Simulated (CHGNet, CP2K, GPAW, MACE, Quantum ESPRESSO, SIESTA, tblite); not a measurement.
# Predicting plane-wave site energies from CHGNet 0.3.0: Sn in place of Ge in H-capped Ge nanowire along [001] with a Si core (41 atoms)

The cell holds 41 atoms: 16 Ge, 5 Si and 20 H. Cell: a = 22.500 Å, b = 22.500 Å, c = 5.658 Å, α = 90.0°, β = 90.0°, γ = 90.0°. It derives from Ge (diamond-structure). Round section of size parameter 4.53 Å cut from diamond-structure Ge (a = 5.658 Å) along [001], 1 period, broken bonds capped with H, 12 Å of vacuum, Si core of radius 2.49 Å. Then the atoms were relaxed with MACE MP-0b3 medium in the fixed cell. Regions: wire, 21 atoms (16 Ge and 5 Si); hydrogen, 20 atoms (20 H). Vacuum lies along a and b. The structure repeats along c.

Calculated with Quantum ESPRESSO 7.5: PBE; plane waves, SSSP efficiency, 45/360 Ry; k-points Γ. The cheaper level is CHGNet 0.3.0, trained on PBE(+U) plane-wave data, no dispersion term. Each row is one cell with Sn in place of Ge, relaxed with MACE MP-0b3 medium; both levels solve the same cells, and energies are counted from site Ge7 at each level.

| energy from CHGNet 0.3.0 (eV) | energy from plane waves (eV) | site |
| --- | --- | --- |
| 0.000 | 0 | Ge7 |
| 0.444 | 0.1425 | Ge13 |
| 0.444 | 0.1438 | Ge18 |
| 0.929 | ? | ? |
| 0.932 | 0.2186 | Ge4 |

Task: Fit a straight line to the rows given and interpolate to the withheld row.

Worked fit:

Take u as the energy from CHGNet 0.3.0 and v as that from plane waves.

| u (eV) | v (eV) |
| --- | --- |
| 0 | 0 |
| 0.443908 | 0.142477 |
| 0.444259 | 0.143824 |
| 0.932174 | 0.218604 |

With n = 4: mean u = 0.455085, mean v = 0.126226, Σ(u − ū)² = 0.43496, Σ(u − ū)(v − v̄) = 0.10114. Slope b = 0.10114 / 0.43496 = 0.23254; intercept a = v̄ − b ū = 0.020402.

At the withheld site u = 0.9289, and v = a + b u.

Prediction at 0.929: 0.2364 eV. The run gave 0.2167 eV, so the fit is high by 0.020 eV (9.1 % of the value).

The slope of 0.23 says that CHGNet 0.3.0 stretches the spread of the sites. Taken as it stands, without the line, its value misses the withheld site by 0.71 eV. Among the rows given, the largest miss of the fit is at 0.000, by 0.020 eV (9.3 % of the range of the table).

Limits: Few sites, one cell. The geometries are those of MACE MP-0b3 medium, not of DFT.

[Hosts, paths, dates, database ids (printed as entryN), source tags and the programs' standing remarks are cut or masked in the printed files.]
